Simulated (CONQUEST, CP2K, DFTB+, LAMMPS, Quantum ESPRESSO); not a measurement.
**Glassy 55SiO2-45BaO (mol %) (107 atoms): other programs against plane waves**

Aim: forces, pressure and gap of glassy 55SiO2-45BaO (mol %) (107 atoms) at one geometry, from other programs and methods, against plane-wave PBE.

Results are calculated, not measured.

## (1) The structure

The cell holds 107 atoms (23 Si, 19 Ba and 65 O), with edges of 12.15, 12.15 and 12.15 Å. Recipe: 107 atoms (23 Si, 19 Ba, 65 O) placed at random at 3.99 g/cm³, melted at 4000 K for 10 ps at fixed volume with the Morse and Coulomb pair potential with partial charges (Pedone, Malavasi, Menziani, Cormack and Segre, J. Phys. Chem. B 110, 11780 (2006)). Quenched from 4000 K to 300 K at 100 K/ps and fixed volume, held 10 ps at zero pressure, then minimised at fixed cell. The density is 3.98 g/cm³.

## (2) The reference input

Quantum ESPRESSO 7.5: Kohn-Sham DFT, PBE, SSSP efficiency 1.3.0 pseudopotentials, plane waves. Its input, pw.in:

```
&control
  calculation = 'scf'
  pseudo_dir = './pseudo'
  outdir = './tmp'
  disk_io = 'none'
  tprnfor = .true.
  tstress = .true.
/
&system
  ibrav = 0
  nat = 107
  ntyp = 3
  ecutwfc = 60
  ecutrho = 480
  nosym = .true.
  occupations = 'smearing'
  smearing = 'fd'
  degauss = 0.003675
/
&electrons
  conv_thr = 5.3e-07
  electron_maxstep = 100
  mixing_beta = 0.4
  mixing_mode = 'plain'
  diagonalization = 'david'
/
ATOMIC_SPECIES
Si 28.085 Si.upf
Ba 137.327 Ba.upf
O 15.999 O.upf
CELL_PARAMETERS angstrom
12.14935 0.00000 0.00000
0.00000 12.14935 0.00000
0.00000 0.00000 12.14935
ATOMIC_POSITIONS crystal
Si 0.27033 0.09656 0.27943
Si 0.71555 0.99161 0.17539
Si 0.43848 0.57828 0.58104
Si 0.22223 0.17847 0.85577
[... 101 atom lines left out ...]
O 0.69587 0.87864 0.47892
O 0.43732 0.67961 0.01843
K_POINTS gamma
```

```console
$ OMP_NUM_THREADS=1 mpirun -np 4 pw.x -in pw.in > output.txt
```

It took 15 min on 4 MPI ranks of Intel Xeon 6975P-C (Granite Rapids), shared host; peak memory 6.2 GiB.

It converged with an r.m.s. force component of 1.2 eV/Å and a pressure of 4.5 GPa.

Its highest filled and lowest empty levels lie 2.70 eV apart on its k-points.

## (3) The other programs

- CONQUEST 1.3: pseudo-atomic orbitals (double zeta with polarisation, or contracted to multi-site or on-site support functions) with norm-conserving potentials on an integration grid.
- CP2K 2026.2: Gaussian basis with GTH pseudopotentials and a plane-wave density; labels give functional, basis (MOLOPT sets; SR short-range, UZH the newer set with its own potentials), grid cutoff/relative cutoff and solver (OT: orbital transformation; TRS4, TC2, SIGN: linear-scaling purification with its sparsity filter), or its built-in tight binding.

All use the same cell and atoms, and the electronic-structure runs the same k-mesh.

## (4) Side by side

Differences are against the reference: forces as r.m.s. over components, share as that over the reference's r.m.s. force, slope as the fitted ratio of a run's forces to the reference's.

```tsv
run	Δ force, r.m.s. (meV/Å)	share (%)	slope	Δ pressure (GPa)	Δ gap (eV)	cores	CPU time	memory (GiB)
reference	-	-	-	-	-	4	60 min	6.2
CONQUEST PBE, grid 120 Ha	170	14.4	1.113	1.50	-0.134	4	10 min	16
CONQUEST PBE, grid 120 Ha, on-site functions (coarse)	750	63.6	1.541	-	-1.70	4	9.8 min	14
CONQUEST PBE, grid 40 Ha (coarse)	1968	167	1.090	5.30	-0.227	2	4.7 min	5.5
CONQUEST PBEsol, grid 120 Ha	114	9.66	1.070	-1.55	-0.182	4	10 min	16
CP2K PBE, DZVP-UZH, 600/30 Ry, diagonalisation (coarse)	126	10.7	0.931	0.641	-0.113	4	5.7 min	7.8
CP2K PBE, DZVP-UZH, 600/50 Ry, diagonalisation	127	10.7	0.930	0.605	-0.113	4	7.7 min	7.8
CP2K PBE, SZV-MOLOPT-SR, 600/50 Ry, diagonalisation (coarse)	1223	104	1.893	19.3	-	2	3.9 min	4.8
```

Rows marked coarse were listed beforehand as settings not expected to be converged; some can still land near the reference.

Runs without a result: DFTB+ GFN2-xTB (not converged); DFTB+ IPEA1-xTB (ended with an error or stopped unconverged); CONQUEST PBE, grid 120 Ha, on-site functions, order-N, range 10 bohr (cut off at its time limit).

CPU time is summed over cores on shared hosts, so it is rough.

## (5) Findings

Forces lie from 9.7 % (CONQUEST PBEsol, grid 120 Ha) to 167 % (CONQUEST PBE, grid 40 Ha, coarse) of the reference's r.m.s. force of 1.2 eV/Å away from it. The PBE runs in local orbitals, coarse settings apart, differ by 11 % (CP2K PBE, DZVP-UZH, 600/50 Ry, diagonalisation) to 14 % (CONQUEST PBE, grid 120 Ha); basis, grid and potentials can all enter. Rows with another functional or a dispersion term differ by 9.7 % (CONQUEST PBEsol, grid 120 Ha), which mixes the change of model with differences of basis and potentials. Runs with settings chosen to be coarse differ by 11 % (CP2K PBE, DZVP-UZH, 600/30 Ry, diagonalisation) to 167 % (CONQUEST PBE, grid 40 Ha), their programs' other errors included.

CP2K PBE, SZV-MOLOPT-SR, 600/50 Ry, diagonalisation stiffens the forces by a factor of 1.89 while following their directions (correlation 0.963); the slopes of the 3 CP2K runs lie between 0.93 and 1.89; the difference isn't even, but is largest on one element. From CONQUEST PBE, grid 40 Ha to the finer CONQUEST PBE, grid 120 Ha the share falls from 167 to 14 %. The nearest run uses another functional than the reference, so its closeness isn't agreement at one level. Pressures at PBE, coarse settings apart, lie +0.60 to +1.50 GPa from the reference's. Gaps at PBE, coarse settings apart, lie -0.13 to -0.11 eV from the reference's.

Caveats: The reference's pressure holds the uncorrected Pulay stress of its 60 Ry basis, so small pressure differences may be the reference's own error. The quench rate of 100 K/ps is many orders above laboratory rates, so the cell is likely richer in defects and strain than a real sample. The network of bonds at the start is that of the classical potential that made the cell, and needn't be the one that DFT or experiment would give. The electronic-structure runs sample only Γ, in a cell whose shortest periodic width is 12 Å. Spin–orbit coupling is left out, which matters for the levels of the heavy elements. The reference's pressure of 4.5 GPa reflects the volume that the recipe set, positions that aren't this level's minimum and the basis. Where levels are smeared, the DFT runs use Fermi–Dirac occupations at 580 K (0.05 eV), and energies are free energies. The reference's cutoffs and mesh weren't converged further here.

[Logs are printed without paths, hosts, clocks, repeated set-up lines and the standing remarks that a program may print on its own settings, such as how far it seeks lower states.]

[Hosts, paths, dates, database ids (printed as entryN), source tags and the programs' standing remarks are cut or masked in the printed files.]

[Cells were taken only where this reference lay near another plane-wave run.]
